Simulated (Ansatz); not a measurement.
# Lattice dynamics of LaH3 (model cell, started as ReO3 type)

Wanted: phonon frequencies of LaH3 (model cell, started as ReO3 type) and what follows from them.

Method: DFT PBE, scalar-relativistic, plane waves, PAW, in Ansatz 0.2.0.

This is a report of a sequence of runs, with most program output left out.

The structure was built from a prototype and need not be the compound's stable phase.

## (1) Starting point

Symmetry: Pm-3m, No. 221, cubic system. The conventional cell has a = 4.714 Å, b = 4.714 Å, c = 4.714 Å, α = 90.00°, β = 90.00°, γ = 90.00°. Nearest to La lie 6 H at 2.36 Å. Nearest to H lie 2 La at 2.36 Å. Farther neighbours are not listed.

## (2) Relaxation

The cell and atoms are relaxed, since residual forces and stress would shift the frequencies.

File input.yaml:

```yaml
crystal:
  lattice:
    - [4.7142, 0.0, 0.0]
    - [0.0, 4.7142, 0.0]
    - [0.0, 0.0, 4.7142]
  atoms:
    - { symbol: La, position: [0.0, 0.0, 0.0] }
    - { symbol: H, position: [0.5, 0.0, 0.0] }
    - { symbol: H, position: [0.0, 0.5, 0.0] }
    - { symbol: H, position: [0.0, 0.0, 0.5] }
kpoints:
  mp_grid: { grid: [6, 6, 6] }
hamiltonian:
  xc: pbe
scf:
  occupations: { method: gaussian, width: 0.02 }
output:
  forces: true
  stress: true
  eigenvalues: true
  write_density: true
  write_potential: true
  elf: true
  volumetric_format: npy
relax:
  adjacent_minimum: "off"
  f_tol: 0.005
  max_steps: 80
  cell: { stress_tol: 0.05 }
```

Run with:

```console
$ ansatz run input.yaml --threads 4 --pin off --max-ram 7168MiB --backend cpu --events-out ev --progress --plain --runs-dir out
```

Run time: 2.7 s. Hardware: 4 threads of Arm Neoverse V2, shared host; peak memory 0.38 GiB.

Step by step:

| step | energy less that of the first step (eV) | largest force component (eV/Å) | pressure (GPa) | volume (Å³) |
| --- | --- | --- | --- | --- |
| 1 | 0.0000 | 0.0000 | -1.36 | 104.77 |
| 2 | -0.0225 | 0.0000 | 0.62 | 97.23 |
| 3 | -0.0257 | 0.0000 | -0.04 | 99.49 |
| 4* | -0.0241 | 0.0000 | -0.05 | 99.49 |
| 5 | -0.0242 | 0.0000 | 0.00 | 99.30 |
| 6* | -0.0242 | 0.0000 | 0.00 | 99.30 |

Relaxation steps marked * repeat the geometry before them on a plane-wave basis chosen anew for their cell, so energy and pressure can jump there.

Forces are held to the 48 operations that the run works with; a distortion that breaks them can't arise in this run.

| conventional cell, symmetrised | before | after | change |
| --- | --- | --- | --- |
| a (Å) | 4.714 | 4.631 | -1.8 % |
| b (Å) | 4.714 | 4.631 | -1.8 % |
| c (Å) | 4.714 | 4.631 | -1.8 % |
| volume (Å³/atom) | 26.19 | 24.82 | -5.2 % |

Final coordinates:

```cif
data_structure
_symmetry_space_group_name_H-M 'P 1'
_symmetry_Int_Tables_number 1
_cell_length_a 4.6307
_cell_length_b 4.6307
_cell_length_c 4.6307
_cell_angle_alpha 90.000
_cell_angle_beta 90.000
_cell_angle_gamma 90.000
_cell_volume 99.30
loop_
_atom_site_label
_atom_site_type_symbol
_atom_site_fract_x
_atom_site_fract_y
_atom_site_fract_z
_atom_site_occupancy
La1 La 0.00000 0.00000 0.00000 1
H2 H 0.50000 0.00000 0.00000 1
H3 H 0.00000 0.50000 0.00000 1
H4 H 0.00000 0.00000 0.50000 1
```

This step gave:

| Item | Value |
| --- | --- |
| pressure | -0.001948 GPa |
| gap on the k-mesh | 2.198 eV |
| volume per atom | 24.82 Å³ |
| direct gap on mesh | 2.331 eV |

ELF in the ac plane at fractional y = 0.000, with atoms of La and H within 0.2 Å of it. It is the smooth field of the valence electrons, not physical close to the nuclei.

Ten even steps from '0' (0.09 × 1e-1) to '9' (9.99 × 1e-1), each cell a mean:
```
15863899963773
78732799941587
76410489720257
43100145200023
87630000001478
99983000015999
99994000017999
99861000003799
54210012100134
54200278510135
87621699831478
47853899952786
04864899964771
```
Columns run along a (4.6 Å), rows up along c (4.6 Å). Atoms in or near the plane, at fractional coordinates: La at (0.00, 0.00), H at (0.50, 0.00), H at (0.00, 0.50).

Electrostatic potential energy in the ac plane at fractional y = 0.000, with atoms of La and H within 0.2 Å of it. With pseudopotentials it is smooth inside the atoms' cores, unlike the true potential.

Values in eV, 13 rows by 14 columns, each cell a mean:
```
-27 -41 -37 -13  -1   1 -11 -23  -4   1  -5 -23 -42 -36
-42 -38 -23  -7   1   4   4   3   4   3  -2 -13 -30 -41
-20 -15  -8  -1   2   5   6   6   5   4   1  -4 -11 -18
 -3  -2   0   2   4   5   6   6   6   5   3   1  -1  -2
  0   2   4   5   5   6   6   6   6   6   5   4   3   1
-25  -4   5   6   6   6   6   6   6   6   6   6   3 -12
-39  -9   5   6   6   6   6   6   6   6   6   6   2 -23
 -6   1   4   5   6   6   6   6   6   6   6   5   4  -1
  0   1   2   4   5   5   6   6   6   5   4   3   2   0
-10  -8  -3   0   3   5   6   6   6   4   2  -1  -5  -9
-35 -28 -15  -4   1   4   5   5   5   3  -1  -8 -20 -32
-39 -43 -32 -10   0   2  -1  -6   1   2  -3 -19 -39 -43
-12 -37 -40 -15  -2   0 -24 -39 -11   1  -5 -26 -43 -27
```
Columns run along a (4.6 Å; values clipped at the 3rd and 97th percentile), rows up along c (4.6 Å). Atoms in or near the plane, at fractional coordinates: La at (0.00, 0.00), H at (0.50, 0.00), H at (0.00, 0.50).

Valence density in the ac plane at fractional y = 0.000, with atoms of La and H within 0.2 Å of it. It is the smooth field of the valence electrons, not physical close to the nuclei.

Ten even steps from '_' (0.0 e/Å³) to '@' (1.6 e/Å³), each cell a mean:
```
@@@@%%--..::==++--..::++@@@@
@@%%++..__........__..--**@@
++--..________________..::==
::..____________________....
::..____________________..::
**--..__________________..==
@@==..__________________::++
--::____________________..::
....______________________..
--::..__________________..::
##**--..______..______::==##
@@@@##::....::--::....==%%@@
%%@@%%==..::**@@==::::**@@@@
```
Columns run along a (4.6 Å), rows up along c (4.6 Å). Atoms in or near the plane, at fractional coordinates: La at (0.00, 0.00), H at (0.50, 0.00), H at (0.00, 0.50).

In this step the volume went from 26.19 to 24.82 Å³/atom.

## (3) Tight relaxation

Phonons need a cell at rest on their own settings, so the relaxation is repeated with tight tolerances on forces and stress on the k mesh and occupations of the first response run.

File input.yaml:

```yaml
crystal:
  lattice:
    - [4.6307254112, 0.0, 0.0]
    - [0.0, 4.6307254112, 0.0]
    - [0.0, 0.0, 4.6307254112]
  atoms:
    - { symbol: La, position: [0.0, 0.0, 0.0] }
    - { symbol: H, position: [0.5, 0.0, 0.0] }
    - { symbol: H, position: [0.0, 0.5, 0.0] }
    - { symbol: H, position: [0.0, 0.0, 0.5] }
kpoints:
  mp_grid: { grid: [8, 8, 8] }
hamiltonian:
  xc: pbe
scf:
  occupations: { method: fixed }
output:
  forces: true
  stress: true
  eigenvalues: true
relax:
  adjacent_minimum: "off"
  f_tol: 0.001
  max_steps: 60
  cell: { stress_tol: 0.01 }
```

The job ended after 1.4 s (4 threads; peak memory 0.39 GiB; 4.7 s of CPU time).

Little changed from the start: no atom moved by 0.005 Å and no cell edge by 0.1 %.

Numbers from this step:

* pressure: -0.003812 GPa
* gap on the k-mesh: 2.199 eV

The forces vanish by symmetry and the pressure is -0.004 GPa, within the tolerances set. The cell now holds 24.82 Å³/atom.

## (4) Zone-centre response

The zone centre comes first: it holds the modes that light can see, as far as symmetry allows. The response to a homogeneous field gives the Born charges and the dielectric tensor, and its change with displacement the Raman tensors.

input.yaml, the sections that differ from step 3:

```yaml
output:
  eigenvalues: true
phonons:
  method: dfpt
  dielectric: true
  rigid_motions: translations
  raman: true
# crystal, kpoints, hamiltonian, scf: as in step 3
# relax: removed
```

The job ended after 61 s (4 threads; peak memory 1.1 GiB; 3.9 min of CPU time).

Numbers from this step:

- sum-rule residual before enforcement: 1.05e-4 eV/Å²
- miss of the charge sum rule: 5.47e-5 e
- estimated error of the dielectric tensor: 0.007123
- estimated error of the Born charges: 0.01194 e
- point group: m-3m
- highest optical mode at the zone centre (no LO-TO term): 1140 cm⁻¹
- lowest optical zone-centre mode: -254.3 cm⁻¹
- mean high-frequency dielectric constant: 3.119
- largest Born charge (third of the trace): 3.211 e
- top of the zone-centre spectrum with the field: 1384 cm⁻¹

Without the LO-TO term. Patterns of degenerate modes are one choice out of their space. Modes at Γ, with each element's share of the kinetic energy (negative means imaginary):

| mode | frequency (cm⁻¹) | symmetry | La % | H % |
| --- | --- | --- | --- | --- |
| 1 | -254.3 | T2u | 0 | 100 |
| 2 | -254.3 | T2u | 0 | 100 |
| 3 | -254.3 | T2u | 0 | 100 |
| 4 | 0.0 | acoustic | 98 | 2 |
| 5 | 0.0 | acoustic | 98 | 2 |
| 6 | 0.0 | acoustic | 98 | 2 |
| 7 | 46.3 | T1u | 1 | 99 |
| 8 | 46.3 | T1u | 1 | 99 |
| 9 | 46.3 | T1u | 1 | 99 |
| 10 | 1140.2 | T1u | 1 | 99 |
| 11 | 1140.2 | T1u | 1 | 99 |
| 12 | 1140.2 | T1u | 1 | 99 |

Displacements in mode 1 (-254.3 cm⁻¹), the largest set to 1:
```
La1  0.00  0.00  0.00
H2   0.00 -1.00 -0.87
H3  -0.17  0.00  0.87
H4   0.17  1.00  0.00
```

Displacements in mode 7 (46.3 cm⁻¹), the largest set to 1:
```
La1  0.00  0.00 -0.01
H2   0.00  0.05  1.00
H3   0.00  0.00  1.00
H4   0.00  0.05  0.01
```

Optical modes at the zone centre, without and with the macroscopic field of the longitudinal modes; each column is sorted by frequency, so a row need not hold one and the same mode. Modes with and without the field, by row:

| rank among optical modes | no field (cm⁻¹) | q along (1, 0, 0) (cm⁻¹) |
| --- | --- | --- |
| 1 | -254.3 | -254.3 |
| 2 | -254.3 | -254.3 |
| 3 | -254.3 | -254.3 |
| 4 | 46.3 | 46.3 |
| 5 | 46.3 | 46.3 |
| 6 | 46.3 | 320.9 |
| 7 | 1140 | 1140 |
| 8 | 1140 | 1140 |
| 9 | 1140 | 1384 |

Born charge (rows field, columns displacement) (e), principal values of the symmetric part by kind of site:

| atom | atoms with these values | low | middle | high | mean |
| --- | --- | --- | --- | --- | --- |
| La1 | 1 | 3.21 | 3.21 | 3.21 | 3.21 |
| H2 | 3 | -1.90 | -0.66 | -0.66 | -1.07 |

In full for H2:

```
-1.90  0.00  0.00
 0.00 -0.66  0.00
 0.00  0.00 -0.66
```

High-frequency dielectric tensor:

```
3.12 0.00 0.00
0.00 3.12 0.00
0.00 0.00 3.12
```

Transverse modes; imaginary modes are left out. Lines of the infrared spectrum (strongest = 100):

| position (cm⁻¹) | label | relative intensity |
| --- | --- | --- |
| 46 | T1u | 26 |
| 1140 | T1u | 100 |

Before it was imposed, the acoustic sum rule was missed by 1.1e-4 eV/Å² and the charge sum rule by 5.5e-5 e. Small misses are needed for a sound result but don't prove that mesh and cutoff are converged. The lowest optical mode is imaginary, 254.3i cm⁻¹, so the energy falls along it.

## (5) The dispersion

Stability and thermal properties need the whole zone. Linear response on a 4×4×4 q mesh gives force constants as far as a supercell of that size would, and the tensors from the zone-centre run are typed in so that the long-range dipole term is interpolated apart.

input.yaml, the sections that differ from step 4:

```yaml
phonons:
  method: dfpt
  qmesh: [4, 4, 4]
  temperatures: { t_max: 1000, t_step: 50 }
  qpath:
    path:
      - [[0.0, 0.0, 0.0], [0.0, 0.5, 0.0], [0.5, 0.5, 0.0], [0.0, 0.0, 0.0], [0.5, 0.5, 0.5], [0.0, 0.5, 0.0]]
      - [[0.5, 0.5, 0.5], [0.5, 0.5, 0.0]]
    npoints: 10
  non_analytic_term:
    high_frequency_dielectric_tensor: [[3.1192, 0.0, 0.0], [0.0, 3.1192, 0.0], [0.0, 0.0, 3.1192]]
    born_effective_charges:
      - { species: La, tensor: [[3.2115, 0.0, 0.0], [0.0, 3.2115, 0.0], [0.0, 0.0, 3.2115]] }
      - { species: H, tensor: [[-1.8968, 0.0, 0.0], [0.0, -0.6573, 0.0], [0.0, 0.0, -0.6573]] }
      - { species: H, tensor: [[-0.6573, 0.0, 0.0], [0.0, -1.8968, 0.0], [0.0, 0.0, -0.6573]] }
      - { species: H, tensor: [[-0.6573, 0.0, 0.0], [0.0, -0.6573, 0.0], [0.0, 0.0, -1.8968]] }
    source: "zone-centre run at this cell"
# crystal, kpoints, hamiltonian, scf, output: as in step 4
```

It took 3.6 min on 4 threads; peak memory 1.5 GiB.

This step gave:

| Quantity | Value |
| --- | --- |
| sum-rule residual before enforcement | 1.08e-4 eV/Å² |
| lowest frequency on the path | -254.3 cm⁻¹ |
| highest frequency on the path or at a solved wavevector | 1534 cm⁻¹ |
| lowest mode on the q mesh (acoustic modes at Γ apart) | -254.3 cm⁻¹ |

Frequencies (cm⁻¹) solved at each irreducible wavevector; negative means imaginary. Frequencies by wavevector, by row:

| q in reciprocal lattice units | star | mode 1 | mode 2 | mode 3 | mode 4 | mode 10 | mode 11 | mode 12 |
| --- | --- | --- | --- | --- | --- | --- | --- | --- |
| 0 0 0 | 1 | -254.3 | -254.3 | -254.3 | 0 | 1140 | 1140 | 1140 |
| 0 0 0.25 | 6 | -204.2 | -204.2 | -189.5 | -20.2 | 1140 | 1140 | 1429 |
| 0 0 -0.5 | 3 | -200.2 | -200.2 | -92.7 | -28.2 | 1139 | 1139 | 1470 |
| 0 0.25 0.25 | 12 | -163.3 | -29.1 | 49.2 | 79 | 1140 | 1254 | 1448 |
| 0 0.25 -0.5 | 12 | -43.8 | -36 | 35.9 | 106.4 | 1139 | 1281 | 1482 |
| 0 -0.5 -0.5 | 3 | -40.2 | 92.5 | 92.5 | 136.8 | 1139 | 1341 | 1505 |
| 0.25 0.25 0.25 | 8 | -148.8 | 12.8 | 12.8 | 88.2 | 1254 | 1254 | 1466 |
| 0.25 0.25 -0.5 | 12 | -89 | 14.2 | 84.5 | 87 | 1254 | 1296 | 1496 |
| 0.25 -0.5 -0.5 | 6 | 82.6 | 90.6 | 90.6 | 133.4 | 1271 | 1341 | 1517 |
| -0.5 -0.5 -0.5 | 1 | 121.1 | 121.1 | 121.1 | 129.9 | 1341 | 1341 | 1534 |

Interpolated from a 4×4×4 q mesh, with the LO-TO term (at Γ the limit along the path; where Γ stands inside the path, tables give the limit on arrival). Phonon branches along the path, in cm⁻¹:

| point | branch 1 | branch 2 | branch 3 | branch 4 | branch 9 | branch 10 | branch 11 | branch 12 |
| --- | --- | --- | --- | --- | --- | --- | --- | --- |
| Γ | -254 | -254 | -254 | 0 | 321 | 1140 | 1140 | 1384 |
| halfway | -204 | -204 | -190 | -20 | 403 | 1140 | 1140 | 1429 |
| X | -200 | -200 | -93 | -28 | 456 | 1139 | 1139 | 1470 |
| halfway | -44 | -36 | 36 | 106 | 533 | 1139 | 1281 | 1482 |
| M | -40 | 92 | 92 | 137 | 582 | 1139 | 1341 | 1505 |
| halfway | -163 | -29 | 49 | 79 | 481 | 1140 | 1254 | 1448 |
| Γ | -254 | -254 | -254 | 0 | 321 | 1140 | 1140 | 1384 |
| halfway | -149 | 13 | 13 | 88 | 494 | 1254 | 1254 | 1466 |
| R | 121 | 121 | 121 | 130 | 550 | 1341 | 1341 | 1534 |
| halfway | -89 | 14 | 84 | 87 | 534 | 1254 | 1296 | 1496 |
| X | -200 | -200 | -93 | -28 | 456 | 1139 | 1139 | 1470 |
| jump to R | 121 | 121 | 121 | 130 | 550 | 1341 | 1341 | 1534 |
| halfway | 83 | 91 | 91 | 133 | 566 | 1271 | 1341 | 1517 |
| M | -40 | 92 | 92 | 137 | 582 | 1139 | 1341 | 1505 |

Tetrahedra on a 16×16×16 mesh, mean over bins of 20 cm-1. Interpolated from a 4×4×4 q mesh. The phonon density of states by wavenumber; read off at these points:

| wavenumber (cm⁻¹) | phonon density of states (1/cm⁻¹/cell) |
| --- | --- |
| -250 | 6.3e-4 |
| -210 | 0.00379 |
| -150 | 0.00823 |
| -110 | 0.00871 |
| -50 | 0.00748 |
| -10 | 0.0101 |
| 30 | 0.0135 |
| 90 | 0.0384 |
| 130 | 0.0185 |
| 190 | 0.00941 |
| 230 | 0.00868 |
| 270 | 0.0078 |
| 330 | 0.00944 |
| 370 | 0.00738 |
| 430 | 0.00686 |
| 470 | 0.00846 |
| 510 | 0.00953 |
| 550 | 0.0110 |
| 570 | 0.00445 |
| 610 | 0 |
| 670 | 0 |
| 710 | 0 |
| 770 | 0 |
| 810 | 0 |
| 850 | 0 |
| 910 | 0 |
| 950 | 0 |
| 1010 | 0 |
| 1050 | 0 |
| 1090 | 0 |
| 1150 | 0.0217 |
| 1190 | 0.00879 |
| 1250 | 0.00731 |
| 1290 | 0.0081 |
| 1330 | 0.0106 |
| 1390 | 0.00133 |
| 1430 | 0.00357 |
| 1470 | 0.0130 |
| 1490 | 0.0127 |
| 1530 | 0.00197 |

The partial phonon density of states has structure finer than the step of the table below, so its rows give means over 50 cm⁻¹, whole bins alone (the curve runs from -264 to 1589 cm⁻¹). Peaks (cm⁻¹: height): H 132.0: 0.0113, 236.9: 0.00977, 306.8: 0.00965, 539.9: 0.0106, 1157.6: 0.0157, 1204.3: 0.0103, 1484.0: 0.0125; La 97.0: 0.0297.

Phonopy on the run's constants, 13x13x13 mesh, Gaussian sigma 13.2 cm-1. Interpolated from a 4×4×4 q mesh. The partial phonon density of states by wavenumber; means over each step; values in 1/cm⁻¹/cell:

| wavenumber (cm⁻¹) | H | La |
| --- | --- | --- |
| -200 | 0.00582 | 5.8e-6 |
| -150 | 0.00794 | 5.7e-5 |
| -100 | 0.00862 | 3.1e-4 |
| -50 | 0.00504 | 0.00394 |
| 0 | 0.00155 | 0.00746 |
| 50 | 0.00555 | 0.0168 |
| 100 | 0.00993 | 0.0242 |
| 150 | 0.00946 | 0.00492 |
| 200 | 0.00750 | 0.00109 |
| 250 | 0.00846 | 5.2e-4 |
| 300 | 0.00796 | 1.5e-4 |
| 350 | 0.00829 | 6.1e-5 |
| 400 | 0.00687 | 6.0e-5 |
| 450 | 0.00749 | 9.6e-5 |
| 500 | 0.00916 | 1.0e-4 |
| 550 | 0.00853 | 3.8e-5 |
| 600 | 8.5e-4 | 1.2e-6 |
| 650 | 0 | 0 |
| 700 | 0 | 0 |
| 750 | 0 | 0 |
| 800 | 0 | 0 |
| 850 | 0 | 0 |
| 900 | 0 | 0 |
| 950 | 0 | 0 |
| 1000 | 0 | 0 |
| 1050 | 0 | 0 |
| 1100 | 8.7e-4 | 4.2e-6 |
| 1150 | 0.0115 | 7.3e-5 |
| 1200 | 0.00841 | 4.2e-5 |
| 1250 | 0.00712 | 2.0e-5 |
| 1300 | 0.00833 | 1.1e-5 |
| 1350 | 0.00370 | 1.5e-6 |
| 1400 | 0.00193 | 1.3e-5 |
| 1450 | 0.00722 | 2.0e-5 |
| 1500 | 0.00970 | 1.1e-5 |
| 1550 | 0.00103 | 0 |

Symmetry leaves 10 wavevectors to solve. The lowest mode among them, the acoustic zeros apart, lies at Γ and is imaginary, 254.3i cm⁻¹, so the energy falls along it.

## (6) Another isotope

An isotope changes the mass and not the force constants, so no new electronic calculation is needed; the shifts show which modes move this element.

The same force constants with the mass of H changed from 1.008 to 2.014 u (phonopy, no LO-TO term). Both lists are sorted by frequency; levels can cross, so a row need not hold one and the same mode. Modes under 3 cm⁻¹ are left out. Isotope shifts, by row, the first 40 of 45 rows:

| q | rank | natural mass (cm⁻¹) | changed mass (cm⁻¹) |
| --- | --- | --- | --- |
| 0 0 0 | 1 | -254.3 | -179.9 |
| 0 0 0 | 2 | -254.3 | -179.9 |
| 0 0 0 | 3 | -254.3 | -179.9 |
| 0 0 0 | 7 | 46.31 | 33 |
| 0 0 0 | 8 | 46.31 | 33 |
| 0 0 0 | 9 | 46.31 | 33 |
| 0 0 0 | 10 | 1140 | 809.4 |
| 0 0 0 | 11 | 1140 | 809.4 |
| 0 0 0 | 12 | 1140 | 809.4 |
| 0 0 0.25 | 1 | -204.2 | -144.5 |
| 0 0 0.25 | 2 | -204.2 | -144.5 |
| 0 0 0.25 | 3 | -189.5 | -134 |
| 0 0 0.25 | 4 | -20.21 | -20.13 |
| 0 0 0.25 | 5 | -20.21 | -20.13 |
| 0 0 0.25 | 6 | 79.09 | 77.34 |
| 0 0 0.25 | 7 | 224.7 | 159 |
| 0 0 0.25 | 8 | 224.7 | 159 |
| 0 0 0.25 | 9 | 403.2 | 291.1 |
| 0 0 0.25 | 10 | 1140 | 809.1 |
| 0 0 0.25 | 11 | 1140 | 809.1 |
| 0 0 0.25 | 12 | 1429 | 1013 |
| 0 0 -0.5 | 1 | -200.2 | -141.8 |
| 0 0 -0.5 | 2 | -200.2 | -141.8 |
| 0 0 -0.5 | 3 | -92.74 | -65.6 |
| 0 0 -0.5 | 4 | -28.21 | -28.09 |
| 0 0 -0.5 | 5 | -28.21 | -28.09 |
| 0 0 -0.5 | 6 | 104.9 | 101.9 |
| 0 0 -0.5 | 7 | 338.6 | 239.5 |
| 0 0 -0.5 | 8 | 338.6 | 239.5 |
| 0 0 -0.5 | 9 | 456.5 | 332.4 |
| 0 0 -0.5 | 10 | 1139 | 808.9 |
| 0 0 -0.5 | 11 | 1139 | 808.9 |
| 0 0 -0.5 | 12 | 1470 | 1040 |
| 0 0.25 0.25 | 1 | -163.3 | -116 |
| 0 0.25 0.25 | 2 | -29.14 | -29.04 |
| 0 0.25 0.25 | 3 | 49.23 | 42.75 |
| 0 0.25 0.25 | 4 | 79.02 | 74.88 |
| 0 0.25 0.25 | 5 | 154.4 | 111.5 |
| 0 0.25 0.25 | 6 | 157.7 | 124.7 |
| 0 0.25 0.25 | 7 | 201 | 149.2 |

A mode of this element alone would shift by -29.26 %. The highest zone-centre frequency without the field goes from 1140.2 to 809.4 cm⁻¹ (-29.0 %).

## (7) What came out

```json
{"space group after relaxation (within 0.01 Å)": "Pm-3m", "volume per atom": "24.8 Å³", "gap on the k-mesh": "2.20 eV", "highest optical mode at the zone centre (no LO-TO term)": "1140 cm⁻¹", "top of the zone-centre spectrum with the field": "1384 cm⁻¹", "lowest optical zone-centre mode": "-254 cm⁻¹", "mean high-frequency dielectric constant": "3.12", "largest Born charge (third of the trace)": "3.21 e", "lowest mode on the q mesh (acoustic modes at Γ apart)": "-254 cm⁻¹", "highest frequency on the path or at a solved wavevector": "1534 cm⁻¹", "imaginary modes on the 4×4×4 q mesh": "yes"}
```

In words: Modes are clearly imaginary (beyond 10i cm⁻¹) at 8 of the 10 irreducible wavevectors, most at Γ (254.3i cm⁻¹), so this structure is not a minimum of the energy. Without the field, the optical modes at Γ span -254 to 1140 cm⁻¹ (negative means imaginary). The highest mode in this list at Γ, 1140.2 cm⁻¹, is mostly motion of H (99 % of the kinetic energy). With the macroscopic field of the longitudinal modes the top of the zone-centre spectrum lies at 1384 cm⁻¹, against 1140 cm⁻¹ without it. Among the real modes, the strongest infrared line is at 1140 cm⁻¹. Spin-orbit coupling is left out, which can matter for the heavy elements here. The starting cell was built on a prototype and not taken from a measurement, so the phase need not exist. These are harmonic frequencies at zero temperature: anharmonic shifts, linewidths and thermal expansion are left out.

[Logs are printed without paths, hosts, clocks, repeated set-up lines and the standing remarks that a program may print on its own settings, such as how far it seeks lower states.]

[Hosts, paths, dates, database ids (printed as entryN), source tags and the programs' standing remarks are cut or masked in the printed files.]
